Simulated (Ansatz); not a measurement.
**Where V_O puts its levels in the gap of MgO (Fm-3m)**

Wanted: the transition levels of a vacancy in MgO (Fm-3m), from a cell of 54 host atoms with 1 O taken out.

Program: Ansatz 0.2.0. Level of theory: place-levels on r2SCAN runs: charge-transition levels and formation energies with image-charge correction and potential alignment at the atomic sites. Results are calculated unless marked as measured.

The experiments to compare with:

“Electronic structure of alkaline earth and post-transition metal oxides” (2009, arxiv:0908.1581) quotes from earlier work for MgO, rocksalt (bulk crystal): band gap (literature experimental gap) 7.83 eV [Literature value based on experiment; other listed experimental values range from 7.7 to …].

## Step 1: Starting point

The cell holds 53 atoms: 27 Mg and 26 O. Cell: a = 8.919 Å, b = 8.919 Å, c = 8.919 Å, α = 60.0°, β = 60.0°, γ = 60.0°. It derives from MgO (space group Fm-3m). Nearest the centre at fractional (0.500, 0.500, 0.500): Mg46 at 2.10 Å, Mg50 at 2.10 Å, Mg34 at 2.10 Å, Mg28 at 2.10 Å, Mg44 at 2.10 Å, Mg32 at 2.10 Å, O26 at 2.97 Å, O24 at 2.97 Å.

As a file:

```xyz
53
Lattice="0.0000 6.3066 6.3066 6.3066 0.0000 6.3066 6.3066 6.3066 0.0000" Properties=species:S:1:pos:R:3 pbc="T T T"
Mg    0.0000    0.0000    0.0000
O     2.1022    2.1022    2.1022
Mg    2.1022    2.1022    0.0000
O     4.2044    4.2044    2.1022
Mg    4.2044    4.2044    0.0000
O     6.3066    6.3066    2.1022
Mg    2.1022    0.0000    2.1022
O     4.2044    2.1022    4.2044
Mg    4.2044    2.1022    2.1022
O     6.3066    4.2044    4.2044
Mg    6.3066    4.2044    2.1022
O     8.4088    6.3066    4.2044
Mg    4.2044    0.0000    4.2044
O     6.3066    2.1022    6.3066
Mg    6.3066    2.1022    4.2044
O     8.4088    4.2044    6.3066
Mg    8.4088    4.2044    4.2044
O    10.5110    6.3066    6.3066
Mg    0.0000    2.1022    2.1022
O     2.1022    4.2044    4.2044
Mg    2.1022    4.2044    2.1022
O     4.2044    6.3066    4.2044
Mg    4.2044    6.3066    2.1022
O     6.3066    8.4088    4.2044
Mg    2.1022    2.1022    4.2044
O     4.2044    4.2044    6.3066
Mg    4.2044    4.2044    4.2044
Mg    6.3066    6.3066    4.2044
O     8.4088    8.4088    6.3066
Mg    4.2044    2.1022    6.3066
O     6.3066    4.2044    8.4088
Mg    6.3066    4.2044    6.3066
O     8.4088    6.3066    8.4088
Mg    8.4088    6.3066    6.3066
O    10.5110    8.4088    8.4088
Mg    0.0000    4.2044    4.2044
O     2.1022    6.3066    6.3066
Mg    2.1022    6.3066    4.2044
O     4.2044    8.4088    6.3066
Mg    4.2044    8.4088    4.2044
O     6.3066   10.5110    6.3066
Mg    2.1022    4.2044    6.3066
O     4.2044    6.3066    8.4088
Mg    4.2044    6.3066    6.3066
O     6.3066    8.4088    8.4088
Mg    6.3066    8.4088    6.3066
O     8.4088   10.5110    8.4088
Mg    4.2044    4.2044    8.4088
O     6.3066    6.3066   10.5110
Mg    6.3066    6.3066    8.4088
O     8.4088    8.4088   10.5110
Mg    8.4088    8.4088    8.4088
O    10.5110   10.5110   10.5110
```

Screening for the image-charge correction: ε∞ = 3.23, ε0 = 10.09, from a response run on this crystal (DFPT, PBEsol) at that run's own cell.

The cell's shortest repeat is 8.9 Å.

## Step 2: What was run first

A transition level is the Fermi level at which two charge states cost the same, so each charge needs its own total energy, at its own relaxed structure.

Each atom starts 0.05 Å or so off its site in a random direction: a symmetric start keeps its symmetry, and would miss off-centre moves and Jahn–Teller distortions. Forces are taken at one point at (¼, ¼, ¼). The cell holds 1 electron more than the neutral one, with a uniform background that keeps it neutral on the whole. The electron count is odd, so at least one spin is unpaired; this run locks the moment at 1 μB.

The sampling was tested on the host first: at the k-points planned (1x1x1 shifted 0.25 0.25 0.25) its energy lies 0.020 eV an atom from the dense-mesh value, under the bound of 0.02 eV set for this test; that bounds the host's error, not the defect's.

One state's input; the others differ in charge, spin, start and seed, and in occupations where the table says so.

File qm1_M1.relax/input.yaml:

```yaml
crystal:
  lattice:
    - [0.0, 2.10219755, 2.10219755]
    - [2.10219755, 0.0, 2.10219755]
    - [2.10219755, 2.10219755, 0.0]
  atoms:
    - { symbol: Mg, position: [0.0, 0.0, 0.0] }
    - { symbol: O, position: [0.5, 0.5, 0.5] }
  supercell: [3, 3, 3]
  defects: [{ vacancy: 27 }]
total_charge: -1
basis:
  ecutwfc: 500
  xc_grid: 2
hamiltonian:
  xc: r2scan
kpoints:
  mp_grid: { grid: [1, 1, 1], shift: [0.25, 0.25, 0.25] }
magnetization:
  spin_polarized: true
  initial_magnetization: 1
  spin_locking: { lock_magnetization: hard }
scf:
  occupations: { method: fixed }
  max_iter: 60
output:
  forces: true
  charged_corrections: { epsilon: 3.23, static_epsilon: 10.09 }
relax:
  f_tol: 0.02
  max_steps: 80
  random_displacement: { amplitude: 0.05, seed: 4052 }
checkpoint:
  write: "../qm1_M1.relax.run"
  compress: false
  write_wavefunctions: true
  write_every: 100000
```

Launch:

```sh
ansatz run input.yaml --threads 4 --pin off --max-ram 7536MiB --backend cpu --events-out ev --progress --plain --runs-dir out
```

Defect states can disperse in a cell of this size, so the energy is taken again at a 2×2×2 shifted mesh, on the relaxed structure.

The run of this state that the levels use, under r2SCAN:

File qm1_M1.point/input.yaml:

```yaml
crystal:
  checkpoint: "../qm1_M1.relax.run"
  host: checkpoint
total_charge: -1
basis:
  ecutwfc: 500
  xc_grid: 2
hamiltonian:
  xc: r2scan
kpoints:
  mp_grid: { grid: [2, 2, 2], shift: [0.5, 0.5, 0.5] }
magnetization:
  spin_polarized: true
  initial_magnetization: 1
  spin_locking: { lock_magnetization: hard }
scf:
  occupations: { method: fermi_dirac, width: 0.01 }
  max_iter: 60
output:
  forces: true
  eigenvalues: true
  charged_corrections:
    epsilon: 3.23
    static_epsilon: 10.09
    defect_position: [0.5, 0.5, 0.5]
  eigenstates: { localisation: true }
  populations: true
  efg: {}
  band_densities: [{ bands: [v1, v1] }, { bands: [c1, c1] }]
  write_density: true
  write_potential: true
  volumetric_format: npy
checkpoint:
  read: "../qm1_M1.relax.run"
  write: "../qm1_M1.point.run"
  compress: false
  write_wavefunctions: false
  write_every: 100000
```

Relaxations under r2SCAN at one point at (¼, ¼, ¼); times on 4 threads of Arm Neoverse N1, shared host:

| charge | moment (μB) | occupations | outcome | steps | largest displacement against the far atoms (Å) | time |
| --- | --- | --- | --- | --- | --- | --- |
| −1 | 1 | fixed | converged | 5 | 0.01 | 3.8 min |
| 0 | 0 | fixed | converged | 4 | 0.02 | 78 s |
| +1 | 1 | fixed | converged | 4 | 0.10 | 3.1 min |
| +2 | 0 | fixed | converged | 5 | 0.19 | 99 s |

Single points under r2SCAN at a 2×2×2 shifted mesh; times on 4 threads of Arm Neoverse N1, shared host:

| charge | moment (μB) | occupations | outcome | time |
| --- | --- | --- | --- | --- |
| −1 | 1 | fermi-dirac | converged | 4.6 min |
| 0 | 0 | fermi-dirac | converged | 1.7 min |
| +1 | 1 | fermi-dirac | converged | 4.6 min |
| +2 | 0 | fermi-dirac | converged | 99 s |

Distances (Å) from the ideal centre to the nearest atoms after relaxation with r2SCAN:

```
charge  moment (μB)       1.       2.       3.       4.       5.       6.
    −1            1  Mg 2.11  Mg 2.11  Mg 2.11  Mg 2.11  Mg 2.11  Mg 2.12
     0            0  Mg 2.11  Mg 2.12  Mg 2.12  Mg 2.12  Mg 2.12  Mg 2.12
    +1            1  Mg 2.20  Mg 2.20  Mg 2.20  Mg 2.20  Mg 2.20  Mg 2.20
    +2            0  Mg 2.28  Mg 2.28  Mg 2.29  Mg 2.29  Mg 2.29  Mg 2.29
```

## Step 3: place-levels, r2SCAN

A charged cell interacts with its images and the background, and its potential has another zero than the host's. place-levels removes the first by a point-charge model, screened by the static dielectric constant since the ions have relaxed around the charge, and the second by comparing potentials at atoms far from the defect.

The host is a run of the defect-free crystal in the same cutoffs, grids and k-points, so that basis and sampling errors cancel in part in the differences. The host is run in a cell of 2 atoms on a matching mesh. Its band edges are searched through the zone by a band path, so the gap is smaller than, or equal to, that on the mesh. Chemical potentials are energies per atom of O (O2 molecule), run with the same functional and cutoff.

File levels.point.yaml:

```yaml
host:
  run: host.point.run
states: [qm1_M1.point.run, q0.point.run, qp1_M1.point.run, qp2.point.run]
geometry_from:
  qm1_M1.point.run: qm1_M1.relax.run
  q0.point.run: q0.relax.run
  qp1_M1.point.run: qp1_M1.relax.run
  qp2.point.run: qp2.relax.run
chemical_potentials:
  O:
    energy: -565.983079
    dataset: "<sha256 of the dataset>"
epsilon: 3.23
static_epsilon: 10.09
vertical:
  - { from: qm1_M1.point.run, to: qm1_M1.point_neutral.run }
  - { from: qp1_M1.point.run, to: qp1_M1.point_neutral.run }
  - { from: qp2.point.run, to: qp2.point_neutral.run }
```

Launch:

```sh
ansatz place-levels levels.point.yaml -- --threads 4 --pin off --max-ram 7536MiB
```

Numbers of over 12 decimals in the logs are rounded to 6 here.

Log:

```text
[... repeated set-up lines and file paths are left out, and long positions are rounded to six places ...]
(+2/+1) 1.615 eV above the valence edge, 4.070 eV under the conduction edge
(+1/0) 3.052 eV above the valence edge, 2.633 eV under the conduction edge
(0/-1) 5.724 eV above the valence edge (+6.881 eV without the band-filling correction), in the conduction band
formation energy of charge +2: +2.736 eV with the Fermi level at the valence edge
formation energy of charge +1: +4.350 eV with the Fermi level at the valence edge
formation energy of charge 0: +7.402 eV with the Fermi level at the valence edge
formation energy of charge -1: +13.126 eV with the Fermi level at the valence edge
vertical -1 to 0: no energy, since no alignment is typed
  the change from vertical[0].from (qm1_M1.point.run) to vertical[0].to (qm1_M1.point_neutral.run): by its potential at epsilon 3.23 it stands at 0.500 0.500 0.500, with an rms radius of about 3.9 Å (2.3 2.3 2.3 Å across the planes of the cell's vectors); [...]
vertical +1 to 0: no energy, since no alignment is typed
  the change from vertical[1].from (qp1_M1.point.run) to vertical[1].to (qp1_M1.point_neutral.run): by its potential at epsilon 3.23 it stands at 0.500 0.500 0.500, with an rms radius of about 1.1 Å (0.6 0.6 0.6 Å across the planes of the cell's vectors); [...]
vertical +2 to 0: no energy, since no alignment is typed
  the change from vertical[2].from (qp2.point.run) to vertical[2].to (qp2.point_neutral.run): by its potential at epsilon 3.23 it stands at 0.500 0.499 0.500, with an rms radius of about 1.2 Å (0.7 0.7 0.7 Å across the planes of the cell's vectors); [...]
  edges by r2scan, gap 5.684 eV; the host is sampled to repeats of 17.84 Å
  the defect's cells are sampled to repeats of 17.84 Å, like sampling
  charge +2: -66901.8971 eV with its correction of +0.703 eV, at epsilon 10.09, aligned at sites: -0.1671 eV, mean over 21 atomic sites at or beyond 4.46 Å from the defect at [0.5000, 0.5000, 0.5000], with -0.000000 for the charge's moments and without [...]
  charge +1: -66892.4968 eV with its correction of +0.099 eV, at epsilon 10.09, aligned at sites: -0.1600 eV, mean over 21 atomic sites at or beyond 4.46 Å from the defect at [0.5000, 0.5000, 0.5000], with +0.000000 for the charge's moments and without [...]
  charge 0: +0.000 eV for its dipole among its images, +0.000 omitted
  charge -1: -66866.9922 eV with its correction of +0.380 eV, at epsilon 10.09, aligned at sites: -0.1209 eV, mean over 21 atomic sites at or beyond 4.46 Å from the defect at [0.5000, 0.5000, 0.5000], with +0.000000 for the charge's moments and without [...]
  of states[3] (qp2.point.run): its alignment with the host at atomic sites is doubtful: the cell is too small to show whether the defect's potential has decayed: take a larger one
  of states[2] (qp1_M1.point.run): its alignment with the host at atomic sites is doubtful: the cell is too small to show whether the defect's potential has decayed: take a larger one; stability_check_not_made
  of states[1] (q0.point.run): its alignment with the host at atomic sites is doubtful: the cell is too small to show whether the defect's potential has decayed: take a larger one
  of states[0] (qm1_M1.point.run): it parts from the run at its places by a charge that spreads by about 2.3 Å along one vector (1.3 Å or more is wide), by its potential at epsilon 3.23, taken for that of held ions (one typed too small widens it), where the [...]
  of vertical[0].from (qm1_M1.point.run): its moments are held at its close (magnetization.spin_locking), by a field of 0.158 eV a Bohr magneton, and its energy and levels are of the state that this holds: a run that lets them go can end lower; [...]
  of vertical[1].from (qp1_M1.point.run): stability_check_not_made
```

It took 0.72 s on 4 threads of Arm Neoverse N1, shared host.

Under r2SCAN the gap is 5.68 eV, (+2/+1) 1.61, (+1/0) 3.05, (0/−1) 5.72 (outside the gap) (with band filling) eV.

Levels between the charges placed, in eV above the valence top:

|  | gap (eV) | (+2/+1) | (+1/0) | (0/−1) |
| --- | --- | --- | --- | --- |
| r2SCAN | 5.68 | 1.61 | 3.05 | 5.72 |

Corrections by state:

```
charge  moment (μB)  image terms and alignment (eV)  band filling (eV)  ε used  over the lowest of its charge, as the program ranks them, band filling apart (eV)
    +2          0.0                           0.703                  -   10.09                                                                              0.000
    +1          1.0                           0.099                  -   10.09                                                                              0.000
     0          0.0                           0.000                  -       -                                                                              0.000
    −1          1.0                           0.380             -1.157   10.09                                                                              0.000
```

The charged structures listed were also run neutral, and place-levels reads from each pair, by the potential or the spins, how wide the charge is by which they differ; that can be the carrier of either run.

```
charge  rms radius (Å)  spread where it is widest against the cell (Å)  wide from (Å)  reading
    +2             1.2                                            0.70           1.26   narrow
    +1             1.1                                            0.63           1.26   narrow
    −1             3.9                                            2.25           1.26     wide
```

The neutral runs of these pairs need not share the spin of the lowest neutral state, and very wide values only mean spread over the cell.

From the program's caveats on the states, each cut to its opening words:

- charge +2, +1 (1 μB), 0, −1 (1 μB): its alignment with the host at atomic sites is doubtful: the cell is too small to show whether the defect's potential has decayed: take a larger one
- charge +1 (1 μB), −1 (1 μB): flagged: stability check not made
- charge −1 (1 μB): it parts from the run at its places by a charge that spreads by about 2.3 Å along one vector (1.3 Å or more is wide), by its potential at epsilon 3.23, taken [...]
- charge −1 (1 μB): a band-filling correction moves a carrier to the host's band edge, which changes its energy by -1.157 eV
- charge −1 (1 μB): the host's ions (past the first shell or, of a walk that freed a part, those that it held) aren't shown at rest: they stand up to 0.009 Å off their sites, 0.18 [...]
- charge −1 (1 μB): its moments are held at its close (magnetization.spin_locking), by a field of 0.158 eV a Bohr magneton, and its energy and levels are of the state that this [...]

The host's formation energy from the elements is -2.971 eV per atom; it sets how far the chemical potentials can move.

Limit set by the element alone; other compounds of these elements are not counted. Chemical potentials from the elements' reference states: Mg 0.00 eV, O -5.94 eV. Formation energy by charge state (Mg-rich; gap 5.68 eV):

```csv
charge,at valence top (eV),at conduction bottom (eV),correction included (eV)
+2,-3.21,8.16,0.70
+1,-1.59,4.09,0.10
0,1.46,1.46,0.00
−1,7.18,1.50,-0.78
```

```tsv
Fermi level (eV)	lowest formation energy (eV)
0.00	-3.21
0.52	-2.17
1.03	-1.14
1.55	-0.11
2.07	0.47
2.58	0.99
3.10	1.46
3.62	1.46
4.14	1.46
4.65	1.46
5.17	1.46
5.68	1.46
```

Limit set by the element alone; other compounds of these elements are not counted. Chemical potentials from the elements' reference states: O 0.00 eV, Mg -5.94 eV. Formation energy by charge state (O-rich; gap 5.68 eV):

```
charge  at valence top (eV)  at conduction bottom (eV)  correction included (eV)
    +2                 2.74                      14.10                      0.70
    +1                 4.35                      10.03                      0.10
     0                 7.40                       7.40                      0.00
    −1                13.13                       7.44                     -0.78
```

Fermi level (eV), lowest formation energy (eV) and a bar from the least value:
```
     0.00       2.74 
     0.52       3.77 #######
     1.03       4.80 #############
     1.55       5.83 ####################
     2.07       6.42 ########################
     2.58       6.93 ###########################
     3.10       7.40 ##############################
     3.62       7.40 ##############################
     4.14       7.40 ##############################
     4.65       7.40 ##############################
     5.17       7.40 ##############################
     5.68       7.40 ##############################
```

## Step 4: The same at the relaxations' own k-points

The relaxations' own energies give the levels at their sampling, for comparison.

File levels.relax_mesh.yaml:

```yaml
host:
  run: host.relax.run
states: [qm1_M1.relax.run, q0.relax.run, qp1_M1.relax.run, qp2.relax.run]
chemical_potentials:
  O:
    energy: -565.983079
    dataset: "<sha256 of the dataset>"
```

Launch:

```sh
ansatz place-levels levels.relax_mesh.yaml -- --threads 4 --pin off --max-ram 7536MiB
```

Log:

```text
(+2/+1) 1.418 eV above the valence edge, 4.247 eV under the conduction edge
(+1/0) 2.840 eV above the valence edge, 2.826 eV under the conduction edge
[...]
formation energy of charge +2: +2.743 eV with the Fermi level at the valence edge
formation energy of charge +1: +4.161 eV with the Fermi level at the valence edge
formation energy of charge 0: +7.001 eV with the Fermi level at the valence edge
formation energy of charge -1: +12.717 eV with the Fermi level at the valence edge
  edges by r2scan, gap 5.666 eV; the host is sampled to repeats of 8.92 Å
[... the lines on each state left out ...]
```

Wall time 0.23 s (4 threads).

Levels between neighbouring charges, in eV above the valence top:

|  | gap (eV) | (+2/+1) | (+1/0) | (0/−1) |
| --- | --- | --- | --- | --- |
| one point at (¼, ¼, ¼) | 5.67 | 1.42 | 2.84 | 5.72 |
| a 2×2×2 shifted mesh | 5.68 | 1.61 | 3.05 | 5.72 |

Going from one point at (¼, ¼, ¼) to a 2×2×2 shifted mesh moves the levels that carry no band-filling term by up to 0.21 eV and formation energies against the elements by up to 0.41 eV; band-filling terms, which differ between samplings, are in these energies.

[end of part 1 of 2]

[Logs are printed without paths, hosts, clocks, repeated set-up lines and the standing remarks that a program may print on its own settings, such as how far it seeks lower states.]

[Hosts, paths, dates, database ids (printed as entryN), source tags and the programs' standing remarks are cut or masked in the printed files.]

[Where a table of states has a column of steps, it counts the stored structures, which are thinned; the runs took as many ionic steps or more.]

[A defect's name tells the site on which it was built; relaxed atoms can leave that site.]

[For some hosts the program warned that the k-mesh of the response run may be too coarse for force constants and the static dielectric constant; such warnings are not shown here.]
